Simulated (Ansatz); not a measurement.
**MgO (Fm-3m):V_Mg, thermodynamic levels from a 54-atom cell**

Charge states of V_Mg in MgO (Fm-3m), set against the band edges. Model: a cell of 54 host atoms with 1 Mg taken out.

Method: place-levels on r2SCAN runs: charge-transition levels and formation energies with image-charge correction and potential alignment at the atomic sites; PAW set soft_1, in Ansatz 0.2.0.

## 1. Starting point

The cell holds 53 atoms: 26 Mg and 27 O. Cell: a = 9.059 Å, b = 9.059 Å, c = 9.059 Å, α = 60.0°, β = 60.0°, γ = 60.0°. It derives from MgO (space group Fm-3m). Nearest the centre at fractional (0.667, 0.667, 0.333): O28 at 2.14 Å, O32 at 2.14 Å, O44 at 2.14 Å, O34 at 2.14 Å, O50 at 2.14 Å, O46 at 2.14 Å, Mg9 at 3.02 Å, Mg21 at 3.02 Å.

Structure file:

```xyz
53
Lattice="0.0000 6.4059 6.4059 6.4059 0.0000 6.4059 6.4059 6.4059 0.0000" Properties=species:S:1:pos:R:3 pbc="T T T"
Mg    0.0000    0.0000    0.0000
O     2.1353    2.1353    2.1353
Mg    2.1353    2.1353    0.0000
O     4.2706    4.2706    2.1353
Mg    4.2706    4.2706    0.0000
O     6.4059    6.4059    2.1353
Mg    2.1353    0.0000    2.1353
O     4.2706    2.1353    4.2706
Mg    4.2706    2.1353    2.1353
O     6.4059    4.2706    4.2706
Mg    6.4059    4.2706    2.1353
O     8.5412    6.4059    4.2706
Mg    4.2706    0.0000    4.2706
O     6.4059    2.1353    6.4059
Mg    6.4059    2.1353    4.2706
O     8.5412    4.2706    6.4059
Mg    8.5412    4.2706    4.2706
O    10.6765    6.4059    6.4059
Mg    0.0000    2.1353    2.1353
O     2.1353    4.2706    4.2706
Mg    2.1353    4.2706    2.1353
O     4.2706    6.4059    4.2706
Mg    4.2706    6.4059    2.1353
O     6.4059    8.5412    4.2706
Mg    2.1353    2.1353    4.2706
O     4.2706    4.2706    6.4059
Mg    4.2706    4.2706    4.2706
O     6.4059    6.4059    6.4059
Mg    6.4059    6.4059    4.2706
O     8.5412    8.5412    6.4059
Mg    4.2706    2.1353    6.4059
O     6.4059    4.2706    8.5412
Mg    6.4059    4.2706    6.4059
O     8.5412    6.4059    8.5412
Mg    8.5412    6.4059    6.4059
O    10.6765    8.5412    8.5412
Mg    0.0000    4.2706    4.2706
O     2.1353    6.4059    6.4059
Mg    2.1353    6.4059    4.2706
O     4.2706    8.5412    6.4059
Mg    4.2706    8.5412    4.2706
O     6.4059   10.6765    6.4059
Mg    2.1353    4.2706    6.4059
O     4.2706    6.4059    8.5412
Mg    4.2706    6.4059    6.4059
O     6.4059    8.5412    8.5412
Mg    6.4059    8.5412    6.4059
O     8.5412   10.6765    8.5412
Mg    4.2706    4.2706    8.5412
O     6.4059    6.4059   10.6765
O     8.5412    8.5412   10.6765
Mg    8.5412    8.5412    8.5412
O    10.6765   10.6765   10.6765
```

Screening for the image-charge correction: ε∞ = 3.24, ε0 = 10.37, from a response run on this crystal (DFPT, PBEsol) at that run's own cell.

The relaxed host is scaled by +1.5 % along all axes; the dielectric constants are those of the unstrained host.

The cell's shortest repeat is 9.1 Å.

## 2. The runs of each charge state

A transition level is the Fermi level at which two charge states cost the same, so each charge needs its own total energy, at its own relaxed structure.

Random displacements of about 0.05 Å break the site symmetry at the start, so that the relaxation can reach a distorted minimum if there is one. Forces are taken at one point at (¼, ¼, ¼). The cell holds 2 electrons more than the neutral one, with a uniform background that keeps it neutral on the whole.

The sampling was tested on the host first: at the k-points planned (1x1x1 shifted 0.25 0.25 0.25) its energy lies 0.019 eV an atom from the dense-mesh value, under the bound of 0.02 eV set for this test; that bounds the host's error, not the defect's.

One state's input; the others differ in charge, spin, start and seed, and in occupations where the table says so.

Contents of qm2.relax/input.yaml:

```yaml
crystal:
  lattice:
    - [0.0, 2.13530385, 2.13530385]
    - [2.13530385, 0.0, 2.13530385]
    - [2.13530385, 2.13530385, 0.0]
  atoms:
    - { symbol: Mg, position: [0.0, 0.0, 0.0] }
    - { symbol: O, position: [0.5, 0.5, 0.5] }
  supercell: [3, 3, 3]
  defects: [{ vacancy: 50 }]
total_charge: -2
basis:
  ecutwfc: 500
  xc_grid: 2
hamiltonian:
  xc: r2scan
  pseudopotentials: { kind: paw, azcp: { folder: soft_1 } }
kpoints:
  mp_grid: { grid: [1, 1, 1], shift: [0.25, 0.25, 0.25] }
scf:
  occupations: { method: fixed }
  max_iter: 60
output:
  forces: true
  charged_corrections: { epsilon: 3.24, static_epsilon: 10.37 }
relax:
  f_tol: 0.02
  max_steps: 80
  random_displacement: { amplitude: 0.05, seed: 6301 }
checkpoint:
  write: "../qm2.relax.run"
  compress: false
  write_wavefunctions: true
  write_every: 100000
```

Command:

```
ansatz run input.yaml --threads 4 --pin off --max-ram 7536MiB --backend cpu --events-out ev --progress --plain --runs-dir out
```

Defect states can disperse in a cell of this size, so the energy is taken again at a 2×2×2 shifted mesh, on the relaxed structure.

The run of this state that the levels use, under r2SCAN:

Contents of qm2.point/input.yaml:

```yaml
crystal:
  checkpoint: "../qm2.relax.run"
  host: checkpoint
total_charge: -2
basis:
  ecutwfc: 500
  xc_grid: 2
hamiltonian:
  xc: r2scan
  pseudopotentials: { kind: paw, azcp: { folder: soft_1 } }
kpoints:
  mp_grid: { grid: [2, 2, 2], shift: [0.5, 0.5, 0.5] }
scf:
  occupations: { method: fermi_dirac, width: 0.01 }
  max_iter: 60
output:
  forces: true
  eigenvalues: true
  charged_corrections:
    epsilon: 3.24
    static_epsilon: 10.37
    defect_position: [0.666667, 0.666667, 0.333333]
  eigenstates: { localisation: true }
  populations: true
checkpoint:
  read: "../qm2.relax.run"
  write: "../qm2.point.run"
  compress: false
  write_wavefunctions: false
  write_every: 100000
```

Relaxations under r2SCAN at one point at (¼, ¼, ¼); times on 4 threads of Arm Neoverse V1, shared host:

| charge | moment (μB) | occupations | outcome | steps | largest displacement against the far atoms (Å) | time |
| --- | --- | --- | --- | --- | --- | --- |
| −2 | 0 | fixed | converged | 4 | 0.14 | 55 s |
| −1 | 1 | fixed | not converged | - | - | 1.7 min |
| −1 | 1 | fermi-dirac | converged | 9 | 0.14 | 8.6 min |
| 0 | 0 | fixed | not converged | - | - | 52 s |
| 0 | 0 | fermi-dirac | converged | 5 | 0.14 | 1.9 min |
| +1 | 1 | fixed | converged | 11 | 0.14 | 6.8 min |
| 0 | 2 | fixed | converged | 7 | 0.14 | 4.8 min |

Single points under r2SCAN at a 2×2×2 shifted mesh; times on 4 threads of Arm Neoverse V1, shared host:

| charge | moment (μB) | occupations | outcome | time |
| --- | --- | --- | --- | --- |
| −2 | 0 | fermi-dirac | converged | 56 s |
| −1 | 1 | fermi-dirac | converged | 3.1 min |
| 0 | 0 | fermi-dirac | converged | 80 s |
| +1 | 1 | fermi-dirac | converged | 3.5 min |
| 0 | 2 | fermi-dirac | converged | 3.7 min |

Distances (Å) from the ideal centre to the nearest atoms after relaxation with r2SCAN:

| charge | moment (μB) | 1. | 2. | 3. | 4. | 5. | 6. |
| --- | --- | --- | --- | --- | --- | --- | --- |
| −2 | 0 | O 2.27 | O 2.27 | O 2.27 | O 2.28 | O 2.28 | O 2.28 |
| −1 | 1 | O 2.26 | O 2.27 | O 2.27 | O 2.28 | O 2.28 | O 2.28 |
| 0 | 0 | O 2.27 | O 2.27 | O 2.27 | O 2.27 | O 2.28 | O 2.28 |
| 0 | 2 | O 2.26 | O 2.26 | O 2.27 | O 2.27 | O 2.27 | O 2.28 |
| +1 | 1 | O 2.24 | O 2.25 | O 2.25 | O 2.25 | O 2.28 | O 2.28 |

## 3. Placing the levels, r2SCAN

A charged cell interacts with its images and the background, and its potential has another zero than the host's. place-levels removes the first by a point-charge model, screened by the static dielectric constant since the ions have relaxed around the charge, and the second by comparing potentials at atoms far from the defect.

The host is a run of the defect-free crystal in the same cutoffs, grids and k-points, so that basis and sampling errors cancel in part in the differences. The host is run in a cell of 2 atoms on a matching mesh. Its band edges are searched through the zone by a band path, so the gap is smaller than, or equal to, that on the mesh. Chemical potentials are energies per atom of Mg (hcp), run with the same functional and cutoff.

Contents of levels.point.yaml:

```yaml
host:
  run: host.point.run
states: [qm2.point.run, qm1_M1.point.run, q0.point.run, qp1_M1.point.run, q0_M2.point.run]
geometry_from:
  qm2.point.run: qm2.relax.run
  qm1_M1.point.run: qm1_M1.relax_smeared.run
  q0.point.run: q0.relax_smeared.run
  qp1_M1.point.run: qp1_M1.relax.run
  q0_M2.point.run: q0_M2.relax.run
chemical_potentials:
  Mg:
    energy: -1926.407918
    dataset: "<sha256 of the dataset>"
epsilon: 3.24
static_epsilon: 10.37
vertical:
  - { from: qm2.point.run, to: qm2.point_neutral.run }
  - { from: qm1_M1.point.run, to: qm1_M1.point_neutral.run }
  - { from: qp1_M1.point.run, to: qp1_M1.point_neutral.run }
```

Command:

```
ansatz place-levels levels.point.yaml -- --threads 4 --pin off --max-ram 7536MiB
```

Numbers of over 12 decimals in the logs are rounded to 6 here.

The log of the run:

```text
[... repeated set-up lines and file paths are left out, and long positions are rounded to six places ...]
(+1/0) 0.106 eV beneath the valence edge (-0.203 eV without the band-filling correction), in the valence band
(0/-1) 0.321 eV above the valence edge, 4.914 eV under the conduction edge
(-1/-2) 0.760 eV above the valence edge, 4.475 eV under the conduction edge
formation energy of charge +1: +9.251 eV with the Fermi level at the valence edge
formation energy of charge 0: +9.146 eV with the Fermi level at the valence edge
formation energy of charge -1: +9.466 eV with the Fermi level at the valence edge
formation energy of charge -2: +10.226 eV with the Fermi level at the valence edge
vertical -2 to 0: no energy, since no alignment is typed
  the change from vertical[0].from (qm2.point.run) to vertical[0].to (qm2.point_neutral.run): by its potential at epsilon 3.24 it stands at 0.667 0.666 0.333, with an rms radius of about 4.5 Å (2.6 2.6 2.6 Å across the planes of the cell's vectors); [...]
vertical -1 to 0: no energy, since no alignment is typed
  the change from vertical[1].from (qm1_M1.point.run) to vertical[1].to (qm1_M1.point_neutral.run): by its potential at epsilon 3.24 it stands at 0.649 0.646 0.358, with an rms radius of about 5.5 Å (3.0 3.4 3.1 Å across the planes of the cell's vectors); [...]
vertical +1 to 0: no energy, since no alignment is typed
  the change from vertical[2].from (qp1_M1.point.run) to vertical[2].to (qp1_M1.point_neutral.run): by its potential at epsilon 3.24 it stands at 0.660 0.616 0.326, with an rms radius of about 3.6 Å (2.0 2.2 2.0 Å across the planes of the cell's vectors); [...]
  edges by r2scan, gap 5.235 eV; the host is sampled to repeats of 18.12 Å
  the defect's cells are sampled to repeats of 18.12 Å, like sampling
  charge +1: -65525.6004 eV with its correction of -0.334 eV, at epsilon 10.37, aligned at sites: -0.5826 eV, mean over 21 atomic sites at or beyond 4.53 Å from the defect at [0.6667, 0.6667, 0.3333], with +0.000000 for the charge's moments and without [...]
  charge 0: +0.000 eV for its dipole among its images, +0.000 omitted
  states[4] (q0_M2.point.run): levels filled in part (TS 0.007 eV): its energy is of no whole electron's
  charge -1: -65511.1796 eV with its correction of +0.636 eV, at epsilon 10.37, aligned at sites: -0.3875 eV, mean over 21 atomic sites at or beyond 4.53 Å from the defect at [0.6667, 0.6667, 0.3333], with +0.000000 for the charge's moments and without [...]
  states[1] (qm1_M1.point.run): levels filled in part (TS 0.006 eV): its energy is of no whole electron's
  charge -2: -65503.2681 eV with its correction of +1.615 eV, at epsilon 10.37, aligned at sites: -0.3108 eV, mean over 21 atomic sites at or beyond 4.53 Å from the defect at [0.6667, 0.6667, 0.3333], with +0.000000 for the charge's moments and without [...]
  charge 0: states[2] (q0.point.run) stands 0.123 eV higher, with a moment of 0.00 μB against 2.00
  states[2] (q0.point.run): levels filled in part (TS 0.010 eV): its energy is of no whole electron's
  of states[3] (qp1_M1.point.run): it parts from the run at its places by a charge that spreads by about 2.2 Å along one vector (1.3 Å or more is wide), by its potential at epsilon 3.24, taken for that of held ions (one typed too small widens it), where the [...]
  of states[4] (q0_M2.point.run): its alignment with the host at atomic sites is doubtful: the cell is too small to show whether the defect's potential has decayed: take a larger one; stability_check_not_made
  of states[1] (qm1_M1.point.run): it parts from the run at its places by a charge that spreads by about 3.4 Å along one vector (1.3 Å or more is wide), by its potential at epsilon 3.24, taken for that of held ions (one typed too small widens it), where the [...]
  of states[0] (qm2.point.run): it parts from the run at its places by a charge that spreads by about 2.6 Å along one vector (1.3 Å or more is wide), by its potential at epsilon 3.24, taken for that of held ions (one typed too small widens it), where the cell [...]
  of states[2] (q0.point.run): its alignment with the host at atomic sites is doubtful: the cell is too small to show whether the defect's potential has decayed: take a larger one
  of vertical[0].from (qm2.point.run): it parts from the run at its places by a charge that spreads by about 2.6 Å along one vector (1.3 Å or more is wide), by its potential at epsilon 3.24, taken for that of held ions (one typed too small widens it), where [...]
  vertical[0].to (qm2.point_neutral.run): levels filled in part (TS 0.011 eV): its energy is of no whole electron's
  vertical[1].from (qm1_M1.point.run): levels filled in part (TS 0.006 eV): its energy is of no whole electron's
  of vertical[1].from (qm1_M1.point.run): stability_check_not_made; [...]
  vertical[1].to (qm1_M1.point_neutral.run): levels filled in part (TS 0.010 eV): its energy is of no whole electron's
  of vertical[2].from (qp1_M1.point.run): its moments are held at its close (magnetization.spin_locking), by a field of 0.021 eV a Bohr magneton, and its energy and levels are of the state that this holds: a run that lets them go can end lower; [...]
  vertical[2].to (qp1_M1.point_neutral.run): levels filled in part (TS 0.010 eV): its energy is of no whole electron's
```

It took 0.53 s on 4 threads of Arm Neoverse V1, shared host.

Levels between the charges placed, in eV above the valence top:

|  | gap (eV) | (+1/0) | (0/−1) | (−1/−2) |
| --- | --- | --- | --- | --- |
| r2SCAN | 5.23 | -0.11 | 0.32 | 0.76 |

Corrections by state:

| charge | moment (μB) | image terms and alignment (eV) | band filling (eV) | ε used | over the lowest of its charge, as the program ranks them, band filling apart (eV) |
| --- | --- | --- | --- | --- | --- |
| +1 | 1.0 | -0.334 | -0.098 | 10.37 | 0.000 |
| 0 | 2.0 | 0.000 | - | - | 0.000 |
| −1 | 1.0 | 0.636 | - | 10.37 | 0.000 |
| −2 | 0.0 | 1.615 | - | 10.37 | 0.000 |
| 0 | 0.0 | 0.000 | - | - | 0.123 |

The charged structures listed were also run neutral, and place-levels reads from each pair, by the potential or the spins, how wide the charge is by which they differ; that can be the carrier of either run.

| charge | rms radius (Å) | spread where it is widest against the cell (Å) | wide from (Å) | reading |
| --- | --- | --- | --- | --- |
| +1 | 3.6 | 2.18 | 1.28 | wide |
| −1 | 5.5 | 3.36 | 1.28 | wide |
| −2 | 4.5 | 2.60 | 1.28 | wide |

The neutral runs of these pairs need not share the spin of the lowest neutral state, and very wide values only mean spread over the cell.

From the program's caveats on the states, each cut to its opening words:

- charge +1 (1 μB): it parts from the run at its places by a charge that spreads by about 2.2 Å along one vector (1.3 Å or more is wide), by its potential at epsilon 3.24, taken [...]
- charge +1 (1 μB): a band-filling correction moves a carrier to the host's band edge, which changes its energy by -0.098 eV
- charge +1 (1 μB), 0 (2 μB), −1 (1 μB), −2, 0: its alignment with the host at atomic sites is doubtful: the cell is too small to show whether the defect's potential has decayed: take a larger one
- charge +1 (1 μB): the host's ions (past the first shell or, of a walk that freed a part, those that it held) aren't shown at rest: they stand up to 0.070 Å off their sites, 0.73 [...]
- charge +1 (1 μB): its moments are held at its close (magnetization.spin_locking), by a field of 0.021 eV a Bohr magneton, and its energy and levels are of the state that this [...]
- charge +1 (1 μB), 0 (2 μB), −1 (1 μB): flagged: stability check not made
- charge −1 (1 μB): it parts from the run at its places by a charge that spreads by about 3.4 Å along one vector (1.3 Å or more is wide), by its potential at epsilon 3.24, taken [...]
- charge −2: it parts from the run at its places by a charge that spreads by about 2.6 Å along one vector (1.3 Å or more is wide), by its potential at epsilon 3.24, taken [...]

The host's formation energy from the elements is -2.953 eV per atom at this strain; it sets how far the chemical potentials can move.

Limit set by the element alone; other compounds of these elements are not counted. Chemical potentials from the elements' reference states: Mg 0.00 eV, O -5.91 eV. Formation energy by charge state (Mg-rich; gap 5.23 eV):

| charge | at valence top (eV) | at conduction bottom (eV) | correction included (eV) |
| --- | --- | --- | --- |
| +1 | 9.25 | 14.49 | -0.43 |
| 0 | 9.15 | 9.15 | 0.00 |
| −1 | 9.47 | 4.23 | 0.64 |
| −2 | 10.23 | -0.24 | 1.62 |

| Fermi level (eV) | lowest formation energy (eV) |
| --- | --- |
| 0.00 | 9.15 |
| 0.48 | 8.99 |
| 0.95 | 8.32 |
| 1.43 | 7.37 |
| 1.90 | 6.42 |
| 2.38 | 5.47 |
| 2.86 | 4.51 |
| 3.33 | 3.56 |
| 3.81 | 2.61 |
| 4.28 | 1.66 |
| 4.76 | 0.71 |
| 5.23 | -0.24 |

Limit set by the element alone; other compounds of these elements are not counted. Chemical potentials from the elements' reference states: O 0.00 eV, Mg -5.91 eV. Formation energies (O-rich), with the Fermi level at the valence top and at the conduction bottom (gap 5.23 eV):

| charge | at valence top (eV) | at conduction bottom (eV) | correction included (eV) |
| --- | --- | --- | --- |
| +1 | 3.35 | 8.58 | -0.43 |
| 0 | 3.24 | 3.24 | 0.00 |
| −1 | 3.56 | -1.67 | 0.64 |
| −2 | 4.32 | -6.15 | 1.62 |

```csv
Fermi level (eV),lowest formation energy (eV)
0.00,3.24
0.48,3.08
0.95,2.42
1.43,1.47
1.90,0.52
2.38,-0.44
2.86,-1.40
3.33,-2.35
3.81,-3.30
4.28,-4.25
4.76,-5.20
5.23,-6.15
```

## 4. Outcome

```json
{"gap of the host": "5.23 eV (r2SCAN)", "level (plus 1/0)": "0.11 eV below the valence top (-0.20 eV above the valence top without the band-filling term)", "level (0/minus 1)": "0.32 eV above the valence top", "level (minus 1/minus 2)": "0.76 eV above the valence top", "lowest of the charges placed, just above the valence top (0.02 eV)": "0", "lowest of the charges placed, just below the conduction bottom (0.02 eV)": "−2", "lowest formation energy at mid-gap of the charges run, Mg-rich": "4.99 eV", "lowest formation energy at mid-gap of the charges run, O-rich": "-0.92 eV"}
```

In words: Of the charges placed (−2, −1, 0 and +1), the lowest changes at 0.32 eV (0/−1) and 0.76 eV (−1/−2) above the valence top, in a gap of 5.23 eV. (0/−1) and (−1/−2) lie nearer to a band edge than the share of the finite-size correction in them (0.64 and 0.98 eV), and that correction holds for a localised charge alone. Charges below −2 were not placed, so these runs say nothing of levels that involve them. States placed: +1 at 1 μB; 0 at 2 μB and 0 μB; −1 at 1 μB; −2 at 0 μB. Other spin states or structures, where not listed, weren't placed. The program finds carriers beyond a band edge of the host and adds a band-filling term at charge +1 (-0.10 eV); steps to such a charge show no bound level, and a defect level inside a band would be read the same way. Corrections reach 1.6 eV, so the cell is small for these charges and their levels are rough. The program doubts the alignment of potentials for at least one state, a sign that the cell is small. Keep in mind: r2SCAN makes the gap too small and tends to spread out bound carriers; where a gas molecule sets a chemical potential or the host's formation energy, its binding is uncorrected; force components of up to 0.21 eV/Å remain in a run at the final settings.

[Logs are printed without paths, hosts, clocks, repeated set-up lines and the standing remarks that a program may print on its own settings, such as how far it seeks lower states.]

[Hosts, paths, dates, database ids (printed as entryN), source tags and the programs' standing remarks are cut or masked in the printed files.]

[Where a table of states has a column of steps, it counts the stored structures, which are thinned; the runs took as many ionic steps or more.]

[A defect's name tells the site on which it was built; relaxed atoms can leave that site.]

[For some hosts the program warned that the k-mesh of the response run may be too coarse for force constants and the static dielectric constant; such warnings are not shown here.]
